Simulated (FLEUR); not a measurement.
# MnAu: which magnetic order is lowest

Wanted: the moments of MnAu and the energy of each order that was tried.

Program: FLEUR MaX-R8.1. Level of theory: LDA (VWN); all-electron FLAPW, Dirac cores, scalar-relativistic bands. Results are calculated unless marked as measured.

Most raw output is cut from this account.

## (1) The structure

The structure is tetragonal, space group P4/mmm (No. 123). The conventional cell has a = 3.189 Å, b = 3.189 Å, c = 3.310 Å, α = 90.00°, β = 90.00°, γ = 90.00°. Nearest to Mn lie 8 Au at 2.80 Å. Nearest to Au lie 8 Mn at 2.80 Å. Farther neighbours are not listed.

Structure file:

```xyz
2
Lattice="3.1887 0.0000 0.0000 0.0000 3.1887 0.0000 0.0000 0.0000 3.3099" Properties=species:S:1:pos:R:3 pbc="T T T"
Mn    1.5944    1.5944    1.6549
Au    0.0000    0.0000    0.0000
```

The cell comes from a database of computed structures and need not be the stable phase.

## (2) Order 1, typed as ferro +

The parallel start comes first: it shows whether parallel moments hold.

inpgen writes inp.xml from crystal.txt; cutoffs, mixing, functional, smearing and local orbitals are then set in the file. The k list default-1 (kpts.xml, not shown) is a Γ-centred 8×8×8 mesh; where the ranks do not divide the number of points, some are split in two of half the weight.

inp.xml reads:

```
<?xml version="1.0" encoding="UTF-8" standalone="no"?>
<fleurInput fleurInputVersion="0.39">
   <comment>
      MnAu
   </comment>
   <calculationSetup>
      <cutoffs Kmax="3.6" Gmax="10.8" GmaxXC="10.8" numbands="0"/>
      <scfLoop itmax="90" minDistance="0.00002" maxIterBroyd="15" imix="Anderson" alpha="0.05" precondParam="0.0" spinf="2.0" sdNocoIR="T"/>
      <coreElectrons ctail="T" frcor="F" kcrel="0" coretail_lmax="0"/>
      <xcFunctional name="vwn" relativisticCorrections="F"/>
      <magnetism jspins="2"/>
      <soc l_soc="F" theta="0.0" phi="0.0" spav="F"/>
      <expertModes spex="0" secvar="F"/>
      <geometryOptimization l_f="F" forcealpha="1.0" forcemix="BFGS" epsdisp="0.00001" epsforce="0.00001"/>
      <ldaU l_linMix="F" mixParam="0.05" spinf="1.0"/>
   </calculationSetup>
   <cell>
      <bzIntegration valenceElectrons="32.0" mode="hist" fermiSmearingEnergy="0.00183747">
         <kPointListSelection listName="default-1"/>
         <xi:include xmlns:xi="http://www.w3.org/2001/XInclude" href="kpts.xml"> </xi:include>
      </bzIntegration>
      <xi:include xmlns:xi="http://www.w3.org/2001/XInclude" href="sym.xml"> </xi:include>
      <bulkLattice scale="1.0">
         <bravaisMatrix>
            <row-1>    6.0258169366651346     0.0000000000000000     0.0000000000000000</row-1>
            <row-2>    0.0000000000000000     6.0258169366651346     0.0000000000000000</row-2>
            <row-3>    0.0000000000000000     0.0000000000000000     6.2547345799469296</row-3>
         </bravaisMatrix>
      </bulkLattice>
   </cell>
   <atomSpecies>
      <species name="Manganese 3.501" element="Mn" atomicNumber="25">
         <mtSphere radius="2.58" gridPoints="853" logIncrement="0.014"/>
         <atomicCutoffs lmax="10" lnonsphr="8"/>
         <electronConfig flipSpins="F">
            <coreConfig>(1s1/2) (2s1/2) (2p1/2) (2p3/2)</coreConfig>
            <valenceConfig>(3s1/2) (3p1/2) (3p3/2) (4s1/2) (3d3/2) (3d5/2)</valenceConfig>
            <stateOccupation state="(3d3/2)" spinUp="1.2505" spinDown="0.7495"/>
            <stateOccupation state="(3d5/2)" spinUp="3.0" spinDown="0.0"/>
         </electronConfig>
         <energyParameters s="4" p="4" d="3" f="4"/>
         <lo type="SCLO" l="0" n="3" eDeriv="0"/>
         <lo type="SCLO" l="1" n="3" eDeriv="0"/>
      </species>
      <species name="Gold (Au)" element="Au" atomicNumber="79">
         <mtSphere radius="2.58" gridPoints="853" logIncrement="0.016"/>
         <atomicCutoffs lmax="10" lnonsphr="8"/>
         <electronConfig flipSpins="F">
            <coreConfig>(1s1/2) (2s1/2) (2p1/2) (2p3/2) (3s1/2) (3p1/2) (3p3/2) (4s1/2) (3d3/2) (3d5/2) (4p1/2) (4p3/2) (5s1/2) (4d3/2) (4d5/2) (4f5/2) (4f7/2)</coreConfig>
            <valenceConfig>(5p1/2) (5p3/2) (6s1/2) (5d3/2) (5d5/2)</valenceConfig>
            <stateOccupation state="(6s1/2)" spinUp="0.500000" spinDown="0.500000"/>
         </electronConfig>
         <energyParameters s="6" p="6" d="5" f="5"/>
         <lo type="SCLO" l="1" n="5" eDeriv="0"/>
      </species>
   </atomSpecies>
   <atomGroups>
      <atomGroup species="Manganese 3.501">
         <relPos label="                   1">1.000/2.000 1.000/2.000 1.000/2.000</relPos>
         <force calculate="T" relaxXYZ="TTT"/>
      </atomGroup>
      <atomGroup species="Gold (Au)">
         <relPos label="                   2">.0000000000 .0000000000 .0000000000</relPos>
         <force calculate="T" relaxXYZ="TTT"/>
      </atomGroup>
   </atomGroups>
   <output dos="F" band="F" slice="F">
      <bandDOS minEnergy="-.5*Htr" maxEnergy="0.5*Htr" sigma="0.015" storeEVData="T"/>
      <plotting iplot="0" polar="F">
         <plot TwoD="T" vec1="  1.0  0.0  0.0" vec2="  0.0  1.0  0.0" vec3="  0.0  0.0  1.0" zero="  0.0  0.0  0.0" file="plot"/>
      </plotting>
      <moessbauerParams electricFieldGradient="F" isomerShift="F" coreHyperfine="F" valenceHyperfine="F"/>
   </output>
</fleurInput>
```

crystal.txt reads:

```
MnAu
&input film=F cartesian=F /
3.18872500000  0.00000000000  0.00000000000
0.00000000000  3.18872500000  0.00000000000
0.00000000000  0.00000000000  3.30986300000
1.8897261246
1.0 1.0 1.0

2
25 0.50000000000  0.50000000000  0.50000000000 : 3.501
79 0.00000000000  0.00000000000  0.00000000000

&kpt div1=8 div2=8 div3=8 gamma=T /
```

Run with:

```
> OMP_NUM_THREADS=1 inpgen -f crystal.txt > inpgen.log  # inp.xml is then edited as shown
> OMP_NUM_THREADS=1 mpirun -n 2 fleur_MPI > fleur.log
```

Run time: 39 s. Hardware: 2 MPI ranks of Arm Neoverse V1, shared host; peak memory 0.13 GiB; 77 s of CPU time.

Read from the output:

- free energy: -549505.9187 eV
- program's band gap on this mesh (in a metal only a level spacing): 0.004705 eV
- magnetization: 4.034 μB
- final state: ferromagnetic
- largest moment: 3.905 μB

After 23 cycles the largest moment stands at 3.91 μB.

## (3) Run 2 (antiferro q=(1/2,1/2,0) +-)

Reversing part of the moments tests the sign of the couplings between them.

This order needs a doubled cell of 4 atoms. The mesh is halved along the doubled vector, so that both cells sample the same points. The k list default-1 (kpts.xml, not shown) is a Γ-centred 4×8×8 mesh.

Edit inp.xml of step 2 so:

```diff
@@ -17,3 +17,3 @@
    <cell>
-      <bzIntegration valenceElectrons="32.0" mode="hist" fermiSmearingEnergy="0.00183747">
+      <bzIntegration valenceElectrons="64.0" mode="hist" fermiSmearingEnergy="0.00183747">
          <kPointListSelection listName="default-1"/>
@@ -24,4 +24,4 @@
          <bravaisMatrix>
-            <row-1>    6.0258169366651346     0.0000000000000000     0.0000000000000000</row-1>
-            <row-2>    0.0000000000000000     6.0258169366651346     0.0000000000000000</row-2>
+            <row-1>   12.0516338733302693     0.0000000000000000     0.0000000000000000</row-1>
+            <row-2>    6.0258169366651346     6.0258169366651346     0.0000000000000000</row-2>
             <row-3>    0.0000000000000000     0.0000000000000000     6.2547345799469296</row-3>
@@ -39,2 +39,15 @@
             <stateOccupation state="(3d5/2)" spinUp="3.0" spinDown="0.0"/>
+         </electronConfig>
+         <energyParameters s="4" p="4" d="3" f="4"/>
+         <lo type="SCLO" l="0" n="3" eDeriv="0"/>
+         <lo type="SCLO" l="1" n="3" eDeriv="0"/>
+      </species>
+      <species name="Manganese -3.501" element="Mn" atomicNumber="25">
+         <mtSphere radius="2.58" gridPoints="853" logIncrement="0.014"/>
+         <atomicCutoffs lmax="10" lnonsphr="8"/>
+         <electronConfig flipSpins="F">
+            <coreConfig>(1s1/2) (2s1/2) (2p1/2) (2p3/2)</coreConfig>
+            <valenceConfig>(3s1/2) (3p1/2) (3p3/2) (4s1/2) (3d3/2) (3d5/2)</valenceConfig>
+            <stateOccupation state="(3d3/2)" spinUp="0.7495" spinDown="1.2505"/>
+            <stateOccupation state="(3d5/2)" spinUp="0.0" spinDown="3.0"/>
          </electronConfig>
@@ -58,3 +71,7 @@
       <atomGroup species="Manganese 3.501">
-         <relPos label="                   1">1.000/2.000 1.000/2.000 1.000/2.000</relPos>
+         <relPos label="                   1">.0000000000 1.000/2.000 1.000/2.000</relPos>
+         <force calculate="T" relaxXYZ="TTT"/>
+      </atomGroup>
+      <atomGroup species="Manganese -3.501">
+         <relPos label="                   2">1.000/2.000 1.000/2.000 1.000/2.000</relPos>
          <force calculate="T" relaxXYZ="TTT"/>
@@ -62,3 +79,4 @@
       <atomGroup species="Gold (Au)">
-         <relPos label="                   2">.0000000000 .0000000000 .0000000000</relPos>
+         <relPos label="                   3">.0000000000 .0000000000 .0000000000</relPos>
+         <relPos label="                   4">1.000/2.000 .0000000000 .0000000000</relPos>
          <force calculate="T" relaxXYZ="TTT"/>
```

crystal.txt reads:

```
MnAu
&input film=F cartesian=F /
6.37745000000  0.00000000000  0.00000000000
3.18872500000  3.18872500000  0.00000000000
0.00000000000  0.00000000000  3.30986300000
1.8897261246
1.0 1.0 1.0

4
25 0.00000000000  0.50000000000  0.50000000000 : 3.501
25 0.50000000000  0.50000000000  0.50000000000 : -3.501
79 0.00000000000  0.00000000000  0.00000000000
79 0.50000000000  0.00000000000  0.00000000000

&kpt div1=4 div2=8 div3=8 gamma=T /
```

Run time: 2.8 min. Hardware: 2 MPI ranks; peak memory 0.21 GiB.

Spin moment in the muffin-tin sphere by atom:

```
atom  spin moment in the muffin-tin sphere (μB)
 Mn1                                       3.93
 Mn2                                      -3.93
 Au3                                       0.00
 Au4                                       0.00
```

Read from the output:

* free energy: -1099011.6838 eV
* program's band gap on this mesh (in a metal only a level spacing): 4.01e-8 eV
* magnetization: 0 μB
* final state: antiferromagnetic

It lies 76.8 meV a seeded atom over the first start, and its largest moment is 3.93 μB against 3.91 μB.

## (4) Start 3: antiferro q=(0,1/2,1/2) +-

Another pattern of signs weighs the neighbour shells otherwise.

This order needs a doubled cell of 4 atoms. The mesh is halved along the doubled vector, so that both cells sample the same points. The k list default-1 (kpts.xml, not shown) is a Γ-centred 8×4×8 mesh.

Edit inp.xml of step 3 so:

```diff
@@ -24,5 +24,5 @@
          <bravaisMatrix>
-            <row-1>   12.0516338733302693     0.0000000000000000     0.0000000000000000</row-1>
-            <row-2>    6.0258169366651346     6.0258169366651346     0.0000000000000000</row-2>
-            <row-3>    0.0000000000000000     0.0000000000000000     6.2547345799469296</row-3>
+            <row-1>    6.0258169366651346     0.0000000000000000     0.0000000000000000</row-1>
+            <row-2>    0.0000000000000000    12.0516338733302693     0.0000000000000000</row-2>
+            <row-3>    0.0000000000000000     6.0258169366651346     6.2547345799469296</row-3>
          </bravaisMatrix>
@@ -71,3 +71,3 @@
       <atomGroup species="Manganese 3.501">
-         <relPos label="                   1">.0000000000 1.000/2.000 1.000/2.000</relPos>
+         <relPos label="                   1">1.000/2.000 .0000000000 1.000/2.000</relPos>
          <force calculate="T" relaxXYZ="TTT"/>
@@ -80,3 +80,3 @@
          <relPos label="                   3">.0000000000 .0000000000 .0000000000</relPos>
-         <relPos label="                   4">1.000/2.000 .0000000000 .0000000000</relPos>
+         <relPos label="                   4">.0000000000 1.000/2.000 .0000000000</relPos>
          <force calculate="T" relaxXYZ="TTT"/>
```

crystal.txt reads:

```
MnAu
&input film=F cartesian=F /
3.18872500000  0.00000000000  0.00000000000
0.00000000000  6.37745000000  0.00000000000
0.00000000000  3.18872500000  3.30986300000
1.8897261246
1.0 1.0 1.0

4
25 0.50000000000  0.00000000000  0.50000000000 : 3.501
25 0.50000000000  0.50000000000  0.50000000000 : -3.501
79 0.00000000000  0.00000000000  0.00000000000
79 0.00000000000  0.50000000000  0.00000000000

&kpt div1=8 div2=4 div3=8 gamma=T /
```

The job ended after 2.8 min (2 MPI ranks; peak memory 0.21 GiB; 5.7 min of CPU time).

Spin moment in the muffin-tin sphere by atom:

```
atom  spin moment in the muffin-tin sphere (μB)
 Mn1                                       3.91
 Mn2                                      -3.91
 Au3                                       0.00
 Au4                                       0.00
```

This step gave:

- free energy: -1099011.6849 eV
- program's band gap on this mesh (in a metal only a level spacing): 0.006360 eV
- magnetization: 0 μB
- final state: antiferromagnetic

It lies 76.3 meV a seeded atom over the first start, and its largest moment is 3.91 μB against 3.91 μB.

## (5) Start 4: antiferro q=(0,0,1/2) +-

The cell is doubled to 4 atoms to hold this order. The mesh is halved along the doubled vector, so that both cells sample the same points. The k list default-1 (kpts.xml, not shown) is a Γ-centred 8×8×4 mesh.

Edit inp.xml of step 4 so:

```diff
@@ -25,4 +25,4 @@
             <row-1>    6.0258169366651346     0.0000000000000000     0.0000000000000000</row-1>
-            <row-2>    0.0000000000000000    12.0516338733302693     0.0000000000000000</row-2>
-            <row-3>    0.0000000000000000     6.0258169366651346     6.2547345799469296</row-3>
+            <row-2>    0.0000000000000000     6.0258169366651346     0.0000000000000000</row-2>
+            <row-3>    0.0000000000000000     0.0000000000000000    12.5094691598938592</row-3>
          </bravaisMatrix>
@@ -71,3 +71,3 @@
       <atomGroup species="Manganese 3.501">
-         <relPos label="                   1">1.000/2.000 .0000000000 1.000/2.000</relPos>
+         <relPos label="                   1">1.000/2.000 1.000/2.000 .0000000000</relPos>
          <force calculate="T" relaxXYZ="TTT"/>
@@ -79,4 +79,4 @@
       <atomGroup species="Gold (Au)">
-         <relPos label="                   3">.0000000000 .0000000000 .0000000000</relPos>
-         <relPos label="                   4">.0000000000 1.000/2.000 .0000000000</relPos>
+         <relPos label="                   3">.0000000000 .0000000000 -1.000/4.000</relPos>
+         <relPos label="                   4">.0000000000 .0000000000 1.000/4.000</relPos>
          <force calculate="T" relaxXYZ="TTT"/>
```

crystal.txt reads:

```
MnAu
&input film=F cartesian=F /
3.18872500000  0.00000000000  0.00000000000
0.00000000000  3.18872500000  0.00000000000
0.00000000000  0.00000000000  6.61972600000
1.8897261246
1.0 1.0 1.0

4
25 0.50000000000  0.50000000000  0.25000000000 : 3.501
25 0.50000000000  0.50000000000  0.75000000000 : -3.501
79 0.00000000000  0.00000000000  0.00000000000
79 0.00000000000  0.00000000000  0.50000000000

&kpt div1=8 div2=8 div3=4 gamma=T /
```

The job ended after 90 s (2 MPI ranks; peak memory 0.18 GiB).

Numbers from this step:

```
free energy                                                       : -1099012.0123 eV
program's band gap on this mesh (in a metal only a level spacing) : 0.006593 eV
magnetization                                                     : 0 μB
final state                                                       : antiferromagnetic
largest moment                                                    : 3.944 μB
```

It lies 87.5 meV a seeded atom under the first start, and its largest moment is 3.94 μB against 3.91 μB.

## (6) Run 5 (no spin polarisation)

Without spin polarisation no moment can form, so the difference from the other runs is what forming moments gains.

The k list default-1 (kpts.xml, not shown) is a Γ-centred 8×8×8 mesh.

inp.xml reads:

```
<?xml version="1.0" encoding="UTF-8" standalone="no"?>
<fleurInput fleurInputVersion="0.39">
   <comment>
      MnAu
   </comment>
   <calculationSetup>
      <cutoffs Kmax="3.6" Gmax="10.8" GmaxXC="10.8" numbands="0"/>
      <scfLoop itmax="90" minDistance="0.00002" maxIterBroyd="15" imix="Anderson" alpha="0.05" precondParam="0.0" spinf="2.0" sdNocoIR="T"/>
      <coreElectrons ctail="T" frcor="F" kcrel="0" coretail_lmax="0"/>
      <xcFunctional name="vwn" relativisticCorrections="F"/>
      <magnetism jspins="1"/>
      <soc l_soc="F" theta="0.0" phi="0.0" spav="F"/>
      <expertModes spex="0" secvar="F"/>
      <geometryOptimization l_f="F" forcealpha="1.0" forcemix="BFGS" epsdisp="0.00001" epsforce="0.00001"/>
      <ldaU l_linMix="F" mixParam="0.05" spinf="1.0"/>
   </calculationSetup>
   <cell>
      <bzIntegration valenceElectrons="32.0" mode="hist" fermiSmearingEnergy="0.00183747">
         <kPointListSelection listName="default-1"/>
         <xi:include xmlns:xi="http://www.w3.org/2001/XInclude" href="kpts.xml"> </xi:include>
      </bzIntegration>
      <xi:include xmlns:xi="http://www.w3.org/2001/XInclude" href="sym.xml"> </xi:include>
      <bulkLattice scale="1.0">
         <bravaisMatrix>
            <row-1>    6.0258169366651346     0.0000000000000000     0.0000000000000000</row-1>
            <row-2>    0.0000000000000000     6.0258169366651346     0.0000000000000000</row-2>
            <row-3>    0.0000000000000000     0.0000000000000000     6.2547345799469296</row-3>
         </bravaisMatrix>
      </bulkLattice>
   </cell>
   <atomSpecies>
      <species name="Manganese (Mn)" element="Mn" atomicNumber="25">
         <mtSphere radius="2.58" gridPoints="853" logIncrement="0.014"/>
         <atomicCutoffs lmax="10" lnonsphr="8"/>
         <electronConfig flipSpins="F">
            <coreConfig>(1s1/2) (2s1/2) (2p1/2) (2p3/2)</coreConfig>
            <valenceConfig>(3s1/2) (3p1/2) (3p3/2) (4s1/2) (3d3/2) (3d5/2)</valenceConfig>
            <stateOccupation state="(3d3/2)" spinUp="1.000000" spinDown="1.000000"/>
            <stateOccupation state="(3d5/2)" spinUp="1.500000" spinDown="1.500000"/>
         </electronConfig>
         <energyParameters s="4" p="4" d="3" f="4"/>
         <lo type="SCLO" l="0" n="3" eDeriv="0"/>
         <lo type="SCLO" l="1" n="3" eDeriv="0"/>
      </species>
      <species name="Gold (Au)" element="Au" atomicNumber="79">
         <mtSphere radius="2.58" gridPoints="853" logIncrement="0.016"/>
         <atomicCutoffs lmax="10" lnonsphr="8"/>
         <electronConfig flipSpins="F">
            <coreConfig>(1s1/2) (2s1/2) (2p1/2) (2p3/2) (3s1/2) (3p1/2) (3p3/2) (4s1/2) (3d3/2) (3d5/2) (4p1/2) (4p3/2) (5s1/2) (4d3/2) (4d5/2) (4f5/2) (4f7/2)</coreConfig>
            <valenceConfig>(5p1/2) (5p3/2) (6s1/2) (5d3/2) (5d5/2)</valenceConfig>
            <stateOccupation state="(6s1/2)" spinUp="0.500000" spinDown="0.500000"/>
         </electronConfig>
         <energyParameters s="6" p="6" d="5" f="5"/>
         <lo type="SCLO" l="1" n="5" eDeriv="0"/>
      </species>
   </atomSpecies>
   <atomGroups>
      <atomGroup species="Manganese (Mn)">
         <relPos label="                   1">1.000/2.000 1.000/2.000 1.000/2.000</relPos>
         <force calculate="T" relaxXYZ="TTT"/>
      </atomGroup>
      <atomGroup species="Gold (Au)">
         <relPos label="                   2">.0000000000 .0000000000 .0000000000</relPos>
         <force calculate="T" relaxXYZ="TTT"/>
      </atomGroup>
   </atomGroups>
   <output dos="F" band="F" slice="F">
      <bandDOS minEnergy="-.5*Htr" maxEnergy="0.5*Htr" sigma="0.015" storeEVData="T"/>
      <plotting iplot="0" polar="F">
         <plot TwoD="T" vec1="  1.0  0.0  0.0" vec2="  0.0  1.0  0.0" vec3="  0.0  0.0  1.0" zero="  0.0  0.0  0.0" file="plot"/>
      </plotting>
      <moessbauerParams electricFieldGradient="F" isomerShift="F" coreHyperfine="F" valenceHyperfine="F"/>
   </output>
</fleurInput>
```

crystal.txt reads:

```
MnAu
&input film=F cartesian=F /
3.18872500000  0.00000000000  0.00000000000
0.00000000000  3.18872500000  0.00000000000
0.00000000000  0.00000000000  3.30986300000
1.8897261246
1.0 1.0 1.0

2
25 0.50000000000  0.50000000000  0.50000000000
79 0.00000000000  0.00000000000  0.00000000000

&kpt div1=8 div2=8 div3=8 gamma=T /
```

Run time: 18 s. Hardware: 2 MPI ranks; peak memory 0.1 GiB.

This step gave:

* free energy: -549504.5652 eV
* program's band gap on this mesh (in a metal only a level spacing): 0.01067 eV
* final state: non-magnetic (no spin polarisation)

It lies 1353 meV a seeded atom over the first start.

(Part 1 of 2 ends here.)

[Logs and program files are shortened in this print: banners, set-up blocks, solver, clock and traceback lines can be left out without a mark of their own.]

[Logs are printed without paths, hosts, clocks, repeated set-up lines and the standing remarks that a program may print on its own settings, such as how far it seeks lower states.]

[Hosts, paths, dates, database ids (printed as entryN), source tags and the programs' standing remarks are cut or masked in the printed files.]

[Where a cell is said to come from a database of computed structures, the database is the Materials Project.]
